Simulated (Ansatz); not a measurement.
**(AlSb)2(CdSe)2 [001] superlattice, started as zinc blende: the cell at rest**

Task: relax (AlSb)2(CdSe)2 [001] superlattice, started as zinc blende tightly.

Program: Ansatz 0.2.0. Level of theory: DFT LDA, scalar-relativistic, plane waves, PAW. Results are calculated unless marked as measured.

Report form: the programs' logs are mostly left out.

The structure was built from a prototype and need not be the compound's stable phase.

## Step 1: Starting point

It takes space group Pmm2 (No. 25, orthorhombic). Conventional cell: a = 4.310 Å, b = 4.310 Å, c = 12.190 Å, α = 90.00°, β = 90.00°, γ = 90.00°. Nearest to Al lie 2 Se at 2.64 Å and 2 Sb at 2.64 Å. Al has 4 Sb at 2.64 Å nearest. Nearest to Cd lie 2 Se at 2.64 Å and 2 Sb at 2.64 Å. Cd has 4 Se at 2.64 Å nearest. Sb has 4 Al at 2.64 Å nearest. Sb has 2 Cd at 2.64 Å and 2 Al at 2.64 Å nearest. Farther neighbours and most contacts between anions are not listed.

## Step 2: Probe on a coarse mesh

A quick single point on a coarse mesh tells whether the cell has a gap and how far it is from rest, which sets the k mesh and smearing that follow.

File input.yaml:

```yaml
crystal:
  lattice:
    - [3.0475, 3.0475, 0.0]
    - [-3.0475, 3.0475, 0.0]
    - [0.0, 0.0, 12.19]
  atoms:
    - { symbol: Al, position: [0.0, 0.0, 0.0] }
    - { symbol: Al, position: [0.5, 0.5, 0.25] }
    - { symbol: Cd, position: [0.0, 0.0, 0.5] }
    - { symbol: Cd, position: [0.5, 0.5, 0.75] }
    - { symbol: Sb, position: [0.5, 0.0, 0.125] }
    - { symbol: Sb, position: [0.0, 0.5, 0.375] }
    - { symbol: Se, position: [0.5, 0.0, 0.625] }
    - { symbol: Se, position: [0.0, 0.5, 0.875] }
kpoints:
  mp_grid: { grid: [4, 4, 2] }
hamiltonian:
  xc: lda
scf:
  occupations: { method: gaussian, width: 0.1 }
output:
  forces: true
  stress: true
  eigenvalues: true
```

Command:

```
ansatz run input.yaml --threads 8 --pin off --max-ram 14336MiB --backend cpu --events-out ev --progress --plain --runs-dir out
```

Run time: 3.2 s. Hardware: 8 threads of Intel Xeon Platinum 8488C (Sapphire Rapids), shared host; peak memory 0.96 GiB; 15 s of CPU time.

Numbers from this step:

```yaml
pressure: -0.5103 GPa
volume_per_atom: 28.30 Å³
gap_on_the_k_mesh: 0 eV
```

The coarse mesh shows no gap and a pressure of -0.5 GPa.

## Step 3: Rough relaxation

A rough relaxation comes first, because large forces or stress need no tight tolerances yet.

Edit input.yaml of step 2 so:

```diff
@@ -15,3 +15,3 @@
 kpoints:
-  mp_grid: { grid: [4, 4, 2] }
+  mp_grid: { grid: [6, 6, 2] }
 hamiltonian:
@@ -24 +24,6 @@
   eigenvalues: true
+relax:
+  adjacent_minimum: "off"
+  f_tol: 0.05
+  max_steps: 80
+  cell: { stress_tol: 0.5 }
```

Wall time 19 s (8 threads); peak memory 1.1 GiB.

The steps of the relaxation:

| step | energy less that of the first step (eV) | largest force component (eV/Å) | pressure (GPa) | volume (Å³) |
| --- | --- | --- | --- | --- |
| 1 | 0.0000 | 0.8527 | -0.63 | 226.42 |
| 2 | -0.1338 | 0.6473 | -0.01 | 222.67 |
| 3 | -0.1797 | 0.0729 | -0.08 | 222.76 |
| 4 | -0.1807 | 0.0218 | -0.04 | 222.61 |
| 5* | -0.1799 | 0.0218 | -0.04 | 222.61 |

Relaxation steps marked * repeat the geometry before them on a plane-wave basis chosen anew for their cell, so energy and pressure can jump there.

The run keeps the 4 symmetry operations that it works with, so distortions that break them were not tested.

| conventional cell, symmetrised | before | after | change |
| --- | --- | --- | --- |
| a (Å) | 4.310 | 4.300 | -0.2 % |
| b (Å) | 4.310 | 4.303 | -0.2 % |
| c (Å) | 12.190 | 12.032 | -1.3 % |
| volume (Å³/atom) | 28.30 | 27.83 | -1.7 % |

The atoms that moved most (Å, as changes of fractional coordinates times the final cell):

| atom | dx | dy | dz | length |
| --- | --- | --- | --- | --- |
| Se7 | 0.000 | 0.000 | 0.132 | 0.132 |
| Sb5 | 0.000 | 0.000 | -0.121 | 0.121 |
| Se8 | 0.000 | 0.000 | 0.101 | 0.101 |
| Al1 | 0.000 | 0.000 | -0.092 | 0.092 |
| Sb6 | 0.000 | 0.000 | -0.077 | 0.077 |
| Cd3 | 0.000 | 0.000 | 0.071 | 0.071 |
| Al2 | 0.000 | 0.000 | -0.051 | 0.051 |
| Cd4 | 0.000 | 0.000 | 0.036 | 0.036 |

This step gave:

| Quantity | Value |
| --- | --- |
| pressure | -0.03640 GPa |
| volume per atom | 27.83 Å³ |

In this step the volume went from 28.30 to 27.83 Å³/atom.

## Step 4: Bringing the structure to rest

The cell and atoms are relaxed, since residual forces and stress would shift the frequencies.

File input.yaml:

```yaml
crystal:
  lattice:
    - [3.0405384484, 3.0405384484, 0.0]
    - [-3.0424685835, 3.0424685835, 0.0]
    - [0.0, 0.0, 12.0321788141]
  atoms:
    - { symbol: Al, position: [0.0, 0.0, -0.0076679717] }
    - { symbol: Al, position: [0.5, 0.5, 0.2457790641] }
    - { symbol: Cd, position: [0.0, 0.0, 0.5059299093] }
    - { symbol: Cd, position: [0.5, 0.5, 0.7530177366] }
    - { symbol: Sb, position: [0.5, 0.0, 0.1149486457] }
    - { symbol: Sb, position: [0.0, 0.5, 0.3686090201] }
    - { symbol: Se, position: [0.5, 0.0, 0.6359840702] }
    - { symbol: Se, position: [0.0, 0.5, 0.8833995258] }
kpoints:
  mp_grid: { grid: [8, 8, 4] }
hamiltonian:
  xc: lda
scf:
  occupations: { method: gaussian, width: 0.1 }
output:
  forces: true
  stress: true
  eigenvalues: true
relax:
  adjacent_minimum: "off"
  f_tol: 0.005
  max_steps: 80
  cell: { stress_tol: 0.05 }
```

Wall time 33 s (8 threads); peak memory 1.4 GiB; 4.3 min of CPU time.

Little changed from the start: no atom moved by 0.005 Å and no cell edge by 0.1 %.

Numbers from this step:

| Item | Value |
| --- | --- |
| pressure | -8.46e-4 GPa |
| volume per atom | 27.80 Å³ |

In this step the volume went from 27.83 to 27.80 Å³/atom.

## Step 5: Tight relaxation

Phonons need a cell at rest on their own settings, so the relaxation is repeated with tight tolerances on forces and stress, using the mesh and the filling of the phonon run that follows.

File input.yaml:

```yaml
crystal:
  lattice:
    - [3.0377219688, 3.0377219688, 0.0]
    - [-3.0428847138, 3.0428847138, 0.0]
    - [0.0, 0.0, 12.0283357705]
  atoms:
    - { symbol: Al, position: [0.0, 0.0, -0.007647705] }
    - { symbol: Al, position: [0.5, 0.5, 0.2457876029] }
    - { symbol: Cd, position: [0.0, 0.0, 0.5055280934] }
    - { symbol: Cd, position: [0.5, 0.5, 0.7529155276] }
    - { symbol: Sb, position: [0.5, 0.0, 0.115174369] }
    - { symbol: Sb, position: [0.0, 0.5, 0.3686473671] }
    - { symbol: Se, position: [0.5, 0.0, 0.6358796504] }
    - { symbol: Se, position: [0.0, 0.5, 0.8837150946] }
kpoints:
  mp_grid: { grid: [8, 8, 4] }
hamiltonian:
  xc: lda
scf:
  occupations: { method: methfessel_paxton, width: 0.2 }
output:
  forces: true
  stress: true
  eigenvalues: true
relax:
  adjacent_minimum: "off"
  f_tol: 0.001
  max_steps: 60
  cell: { stress_tol: 0.01 }
```

Run time: 34 s. Hardware: 8 threads; peak memory 1.5 GiB; 4.4 min of CPU time.

Little changed from the start: no atom moved by 0.005 Å and no cell edge by 0.1 %.

This step gave:

| Property | Result |
| --- | --- |
| pressure | -1.44e-4 GPa |

The largest force component left is 0.18 meV/Å and the pressure is 0.000 GPa, within the tolerances set. The cell now holds 27.80 Å³/atom.

## Step 6: Summary of results

* space group after relaxation (within 0.01 Å): Pmm2
* lattice constant a: 4.296 Å
* lattice constant b: 4.303 Å
* lattice constant c: 12.027 Å
* volume per atom: 27.8 Å³

**Reading.** The largest force component left is 0.18 meV/Å and the pressure is 0.000 GPa, within the tolerances set. The cell now holds 27.80 Å³/atom. The relaxation keeps the symmetry of its start, so it says nothing on stability against lower symmetry. Spin-orbit coupling is left out, which can matter for the heavy elements here. The starting cell was built on a prototype and not taken from a measurement, so the phase need not exist.

[Logs are printed without paths, hosts, clocks, repeated set-up lines and the standing remarks that a program may print on its own settings, such as how far it seeks lower states.]

[Hosts, paths, dates, database ids (printed as entryN), source tags and the programs' standing remarks are cut or masked in the printed files.]
